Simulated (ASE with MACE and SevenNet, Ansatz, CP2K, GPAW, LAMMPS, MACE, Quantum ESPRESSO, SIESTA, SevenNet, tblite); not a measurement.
**Machine-learned potentials runs on glassy 94B2O3-6CaO (mol %) (77 atoms)**

Aim: run glassy 94B2O3-6CaO (mol %) (77 atoms) in machine-learned potentials and see how near its forces come to a plane-wave reference, and at what cost.

Program: ASE with MACE and SevenNet. Level of theory: the method is named at each step. Results are calculated unless marked as measured.

### 1. Starting point

The cell holds 77 atoms: 30 B, 1 Ca and 46 O. Cell: a = 9.702 Å, b = 9.702 Å, c = 9.702 Å, α = 90.0°, β = 90.0°, γ = 90.0°. 77 atoms (30 B, 1 Ca, 46 O) placed at random at 1.98 g/cm³, melted at 3000 K for 20 ps at fixed volume with the Buckingham and Coulomb pair potential of Guillot and Sator (Geochim. Cosmochim. Acta 71, 1249 (2007)) with the boron terms of Wang et al. (J. Non-Cryst. Solids 498, 294 (2018)). Quenched from 3000 K to 300 K at 20 K/ps and fixed volume, held 10 ps at zero pressure.

The yardstick, on the same geometry:

* method: Kohn-Sham DFT, PBE, PAW, plane waves (Ansatz 0.2.0); cutoff 420 eV, Γ point, fermi-dirac smearing of 0.05 eV; PAW set soft_2
* r.m.s. force component: 0.9446 eV/Å
* longest force: 4.238 eV/Å
* pressure: -9.04 GPa
* gap (highest filled to lowest empty level): 3.847 eV
* SCF cycles: 9
* time: 4.3 s on 8 threads of Arm Neoverse V2, shared host
* CPU time: 30 s

### 2. MACE MP-0b2 small potential

Method: machine-learned interatomic potential MACE MP-0b2 small, trained on PBE(+U) plane-wave data.

Input file run.py:

```python
import numpy as np
from ase.io import read
import mlip  # loads the published weights by name

atoms = read("structure.xyz")
atoms.calc = mlip.calc("mace-mp-0b2-small")
energy = atoms.get_potential_energy()
forces = atoms.get_forces()
print(f"energy {energy:.6f} eV")
print("forces (eV/A)")
for i, (a, f) in enumerate(zip(atoms, forces)):
    print(f"{i:4d} {a.symbol:2s} {f[0]:10.5f} {f[1]:10.5f} {f[2]:10.5f}")
stress = -atoms.get_stress(voigt=False) * 160.21766
print("stress (GPa, compression positive)")
for row in stress:
    print(" ".join(f"{x:10.4f}" for x in row))
```

Input file structure.xyz:

```xyz
77
Lattice="9.70233 0.00000 0.00000 0.00000 9.70233 0.00000 0.00000 0.00000 9.70233" Properties=species:S:1:pos:R:3 pbc="T T T"
B 3.72375 9.64305 6.47805
B 0.78589 7.60595 3.09010
B 6.65366 2.26064 9.37798
B 1.61757 7.08833 9.28736
B 5.28622 3.91023 7.71442
B 8.71551 0.78569 0.23916
B 7.30508 5.19987 4.88309
B 2.62361 9.61045 9.56330
B 4.84457 2.32759 5.56448
B 3.12202 5.42195 7.68910
B 8.15956 6.58352 2.09832
B 2.74508 5.98576 2.63030
B 1.96365 2.33225 3.87327
B 0.33279 2.21029 1.98762
B 5.01902 0.54304 1.05717
B 9.33345 3.49682 8.02276
B 7.82328 3.80807 2.42713
B 9.11514 6.13410 8.63071
B 6.00468 8.90606 3.29627
B 3.14152 3.66535 1.28672
B 7.88004 0.02086 5.09401
B 1.97307 2.35844 8.92546
B 7.82813 7.37154 6.53588
B 5.54197 8.18013 7.81426
B 5.06471 6.39374 3.86997
B 5.30358 2.90051 2.90138
B 8.18033 2.77487 5.58670
B 1.68520 9.46579 4.84505
B 7.20379 8.21768 0.20821
B 2.10114 4.73095 5.15951
Ca 0.73485 7.36756 6.26858
O 8.13647 1.41237 5.22383
O 4.36149 8.88685 7.46119
O 7.95135 5.20714 2.23978
O 5.08732 2.49233 4.21256
O 2.12064 0.94394 8.77265
O 2.49214 6.41033 8.44782
O 1.60302 2.40472 2.53279
O 6.07599 5.54566 4.34325
O 0.34298 6.61321 9.53370
O 1.31845 5.70371 4.49693
O 6.10286 3.34187 8.70658
O 5.75135 1.38054 0.25090
O 1.91893 7.12025 2.40695
O 2.48535 5.02600 6.50211
O 1.95531 8.41939 9.51828
O 4.19150 3.11600 2.05233
O 8.08757 9.27446 0.09780
O 5.23402 3.32033 6.46292
O 5.45669 9.66566 2.23086
O 2.39997 3.47838 4.59066
O 8.58782 7.01469 7.67959
O 7.11210 9.33277 4.01356
O 2.56782 9.10777 5.84313
O 8.00103 1.89428 9.40544
O 7.35233 7.24716 1.18989
[... 17 atom lines left out ...]
O 8.99387 3.06856 2.33069
O 9.16162 7.25472 2.78796
O 0.02668 1.18310 1.13993
O 3.76499 5.96625 3.63236
```

The run is started by

```bash
> OMP_NUM_THREADS=1 python run.py > output.txt
```

Log:

```text
energy -603.143954 eV
forces (eV/A)
   0 B     1.43302    0.03143   -0.26237
   1 B     0.07671   -2.03141   -0.73334
   2 B    -0.79112   -1.29239   -0.15478
   3 B     0.71943    1.19565   -0.46623
   4 B    -0.75325   -1.02547    0.50662
   5 B    -1.80591    1.01267    1.27244
   6 B    -0.17966    2.54992    1.81489
   7 B     1.54321    0.46470    0.22161
   8 B    -0.15321   -0.32896    0.09233
   9 B    -0.11956   -0.21688   -1.32570
  10 B     1.08548   -0.90646   -0.09111
  11 B    -0.46460   -0.28582    0.54196
  12 B    -0.76664    0.49720    1.61426
  13 B    -1.91775    0.84788    0.36680
  14 B    -0.41107   -0.71908   -0.98569
  15 B    -0.34681    0.90040   -1.64365
  16 B     0.65544    0.58648   -0.61629
  17 B    -0.19617   -1.84855   -1.79723
  18 B    -0.63885    0.04119    0.36203
  19 B     0.97677    0.66091    0.70384
  20 B    -0.50697    0.16200    0.16195
  21 B    -0.78247   -0.56989    1.53158
  22 B    -3.66318    0.45560   -0.97663
  23 B     2.12264    0.81471   -0.90132
[...]
69 O     0.74175   -0.47506    0.68313
  70 O    -0.62955   -0.21345    0.37745
  71 O     0.38350   -0.00772    0.74260
  72 O     0.18251    0.38074    0.58677
  73 O     0.25911    0.06102    0.23285
  74 O     0.73271    0.30462    0.01489
  75 O     0.27004   -1.50569   -0.96702
  76 O     0.57498   -0.13579   -0.85324
stress (GPa, compression positive)
   -8.4845     0.6813    -3.9912
    0.6813   -12.5913    -0.3627
   -3.9912    -0.3627    -6.1260
```

The job ended after 5.8 s (1 thread of Arm Neoverse V2, shared host; peak memory 0.67 GiB).

Banners, paths, timers and routine set-up lines are dropped from the logs unmarked, and long logs keep their key lines alone; longer cuts are marked.

Against the reference:

| Property | Result |
| --- | --- |
| r.m.s. force component | 0.8472 eV/Å |
| r.m.s. difference of force components | 152.6 meV/Å |
| longest difference of force vectors | 630 meV/Å |
| force difference over r.m.s. force | 16.15 % |
| slope of forces against the reference's | 0.8892 |
| correlation of force components | 0.9914 |
| pressure | -9.067 GPa |
| pressure difference | -0.0274 GPa |

Length of the force difference by element (eV/Å):

| element | atoms | mean | most |
| --- | --- | --- | --- |
| B | 30 | 0.28 | 0.63 |
| Ca | 1 | 0.31 | 0.31 |
| O | 46 | 0.21 | 0.47 |

A closer look about B23, which bears the longest force: 10 atoms, nearest first, numbered in the order of the input, with positions taken from that point.

| atom | x | y | z | distance (Å) | Fx | Fy | Fz (eV/Å) |
| --- | --- | --- | --- | --- | --- | --- | --- |
| B23 | 0.00 | 0.00 | 0.00 | 0.00 | -3.66 | 0.46 | -0.98 |
| O52 | 0.76 | -0.36 | 1.14 | 1.42 | 1.79 | 0.45 | 1.80 |
| O69 | 0.10 | -1.10 | -0.95 | 1.46 | 0.67 | -0.99 | -0.78 |
| O63 | -1.42 | 0.33 | 0.32 | 1.50 | -0.81 | -0.07 | 0.15 |
| O65 | 0.53 | 1.38 | -0.57 | 1.58 | 1.05 | -0.30 | 0.26 |
| Ca31 | 2.61 | 0.00 | -0.27 | 2.62 | 0.42 | -1.01 | -1.13 |
| B24 | -2.29 | 0.81 | 1.28 | 2.74 | 2.12 | 0.81 | -0.90 |
| B18 | 1.29 | -1.24 | 2.09 | 2.75 | -0.20 | -1.85 | -1.80 |
| B21 | 0.05 | 2.35 | -1.44 | 2.76 | -0.51 | 0.16 | 0.16 |
| B7 | -0.52 | -2.17 | -1.65 | 2.78 | -0.18 | 2.55 | 1.81 |

Atoms are counted from 1 here, from 0 in the log.

Forces lie 16 % from the reference's, at 0.19 times its CPU time (on 1 against 8 cores).

### 3. SevenNet l3i5 potential

Method: machine-learned interatomic potential SevenNet l3i5, trained on PBE(+U) plane-wave data.

run.py, as its differences from that of step 2:

```diff
@@ -5,3 +5,3 @@
 atoms = read("structure.xyz")
-atoms.calc = mlip.calc("mace-mp-0b2-small")
+atoms.calc = mlip.calc("7net-l3i5")
 energy = atoms.get_potential_energy()
```

structure.xyz is that of step 2.

Log:

```text
energy -602.266968 eV
forces (eV/A)
   0 B     1.55360   -0.00703    0.03695
   1 B    -0.04751   -2.13224   -1.06633
   2 B    -0.91578   -1.26456   -0.14546
   3 B     0.70314    1.33254   -0.35971
   4 B    -0.72289   -1.00872    0.46985
   5 B    -2.07736    1.42869    1.28909
   6 B    -0.14294    2.65930    1.83173
   7 B     1.62708    0.58165    0.08964
   8 B     0.00510   -0.23362   -0.14129
   9 B    -0.09581   -0.29431   -1.42305
  10 B     1.11622   -0.99309   -0.06090
  11 B    -0.27936   -0.17852    0.68694
  12 B    -0.79850    0.88272    1.51128
  13 B    -1.97603    0.91854    0.32174
  14 B    -0.50810   -0.87305   -0.92805
  15 B    -0.38542    0.77252   -1.74509
  16 B     0.50241    0.61712   -0.59688
  17 B    -0.15031   -1.83627   -1.56206
  18 B    -0.70742   -0.05136    0.23971
  19 B     1.33342    0.71709    0.83383
  20 B    -0.40220    0.09597    0.02961
  21 B    -0.69556   -0.65618    1.54162
  22 B    -3.99881    0.43894   -1.22727
  23 B     2.11859    0.81484   -0.79664
[...]
69 O     0.80724   -0.47373    0.82354
  70 O    -0.80611   -0.34779    0.38084
  71 O     0.52422   -0.01621    0.86046
  72 O     0.18094    0.38758    0.69740
  73 O     0.50969   -0.13199    0.16090
  74 O     0.82881    0.32782   -0.10037
  75 O     0.22406   -1.75683   -1.12881
  76 O     0.58223   -0.21292   -0.92131
stress (GPa, compression positive)
   -8.6894     0.8002    -4.2383
    0.8002   -12.5031    -0.3048
   -4.2383    -0.3048    -6.0890
```

Elapsed: 8.9 s, on 1 thread; peak memory 1.6 GiB.

Numbers from this run, and their distance from the reference:

* r.m.s. force component: 0.9088 eV/Å
* r.m.s. difference of force components: 77.06 meV/Å
* longest difference of force vectors: 313.2 meV/Å
* force difference over r.m.s. force: 8.157 %
* slope of forces against the reference's: 0.9595
* correlation of force components: 0.9973
* pressure: -9.094 GPa
* pressure difference: -0.0539 GPa

Against the first run (16 %), the force difference from the reference is 8.2 %, at 1.5 times the CPU time.

### 4. MACE MP-0b3 medium potential

Method: machine-learned interatomic potential MACE MP-0b3 medium, trained on PBE(+U) plane-wave data.

run.py, as its differences from that of step 3:

```diff
@@ -5,3 +5,3 @@
 atoms = read("structure.xyz")
-atoms.calc = mlip.calc("7net-l3i5")
+atoms.calc = mlip.calc("mace-mp-0b3-medium")
 energy = atoms.get_potential_energy()
```

structure.xyz is that of step 3.

Log:

```text
energy -602.603474 eV
forces (eV/A)
   0 B     1.48375    0.03889   -0.16867
   1 B     0.01235   -2.02815   -0.97300
   2 B    -0.93924   -1.34634   -0.02885
   3 B     0.72856    1.18749   -0.27257
   4 B    -0.82185   -1.12734    0.41191
   5 B    -1.95999    1.26286    1.37258
   6 B    -0.24235    2.63228    1.67226
   7 B     1.66290    0.56993    0.12245
   8 B    -0.15136   -0.28489   -0.01106
   9 B    -0.04539   -0.43272   -1.43108
  10 B     1.15775   -1.01515   -0.06550
  11 B    -0.28392   -0.33758    0.41319
  12 B    -0.81380    0.67787    1.66910
  13 B    -1.96968    0.90032    0.28986
  14 B    -0.36576   -0.74444   -1.00949
  15 B    -0.38582    0.83039   -1.62918
  16 B     0.60952    0.58700   -0.52740
  17 B    -0.14353   -1.87210   -1.51972
  18 B    -0.56528   -0.01077    0.35224
  19 B     1.07477    0.68503    0.77554
  20 B    -0.51473    0.24946    0.00822
  21 B    -0.63444   -0.56252    1.69683
  22 B    -3.85082    0.40361   -1.02289
  23 B     2.13394    0.80474   -0.78145
[...]
69 O     0.76382   -0.36271    0.75486
  70 O    -0.78400   -0.26218    0.41511
  71 O     0.43093   -0.02298    0.65756
  72 O     0.26984    0.34957    0.67685
  73 O     0.34155    0.01182    0.16180
  74 O     0.64393    0.31248   -0.06193
  75 O     0.24643   -1.68521   -0.99818
  76 O     0.49232   -0.15228   -0.80510
stress (GPa, compression positive)
   -8.4015     0.6982    -4.0110
    0.6982   -12.1786    -0.5176
   -4.0110    -0.5176    -5.8234
```

The job ended after 7 s (1 thread; peak memory 1.1 GiB).

Numbers from this run, and their distance from the reference:

```
r.m.s. force component                  : 0.8631 eV/Å
r.m.s. difference of force components   : 121.6 meV/Å
longest difference of force vectors     : 681.4 meV/Å
force difference over r.m.s. force      : 12.87 %
slope of forces against the reference's : 0.9092
correlation of force components         : 0.995
pressure                                : -8.801 GPa
pressure difference                     : 0.2387 GPa
```

Against the first run (16 %), the force difference from the reference is 13 %, at 1.2 times the CPU time.

### 5. All runs compared

Differences are against the plane-wave reference, forces as r.m.s. over components; share is that over the reference's r.m.s. force, slope the least-squares factor from reference forces to these. Total energies of different programs have different zeros and aren't compared.

| run | Δ force, r.m.s. (meV/Å) | share (%) | slope | Δ pressure (GPa) | cores | CPU time | memory (GiB) |
| --- | --- | --- | --- | --- | --- | --- | --- |
| reference | - | - | - | - | 8 | 30 s | 1.1 |
| MACE MP-0b2 small potential | 153 | 16.1 | 0.889 | -0.0274 | 1 | 5.8 s | 0.67 |
| SevenNet l3i5 potential | 77.1 | 8.16 | 0.960 | -0.0539 | 1 | 8.9 s | 1.6 |
| MACE MP-0b3 medium potential | 122 | 12.9 | 0.909 | 0.239 | 1 | 7 s | 1.1 |

Times of the machine-learned potentials are mostly Python's start and the loading of weights.

CPU time is summed over cores on a shared host, where runs went side by side, so it is rough. Symmetry, cutoffs, thresholds, outputs and thread counts weren't matched or tuned between programs; memory under MPI is the largest rank's times the ranks.

### 6. Outcome

- nearest in forces: SevenNet l3i5 potential, 8.2 %
- its CPU time: 8.9 s

In words: Machine-learned potentials differ by 8.2 % (SevenNet l3i5 potential) to 16 % (MACE MP-0b2 small potential); they were trained on other programs' data. Machine-learned potentials mimic data converged in k, so the reference's own k-point error enters their differences. The quench rate of 20 K/ps is many orders above laboratory rates, so the cell is likely richer in defects and strain than a real sample. The network of bonds at the start is that of the classical potential that made the cell, and needn't be the one that DFT or experiment would give. The reference's stress is far from hydrostatic: its diagonal is -8.6, -12.5, -5.9 GPa, compression counted positive. The electronic-structure runs sample only Γ, in a cell whose shortest periodic width is 10 Å.

[Also dropped from logs without a mark: logging warnings of Python, and SIESTA's first energy breakdown and zero terms.]

[Logs are printed without paths, hosts, clocks, repeated set-up lines and the standing remarks that a program may print on its own settings, such as how far it seeks lower states.]

[Hosts, paths, dates, database ids (printed as entryN), source tags and the programs' standing remarks are cut or masked in the printed files.]
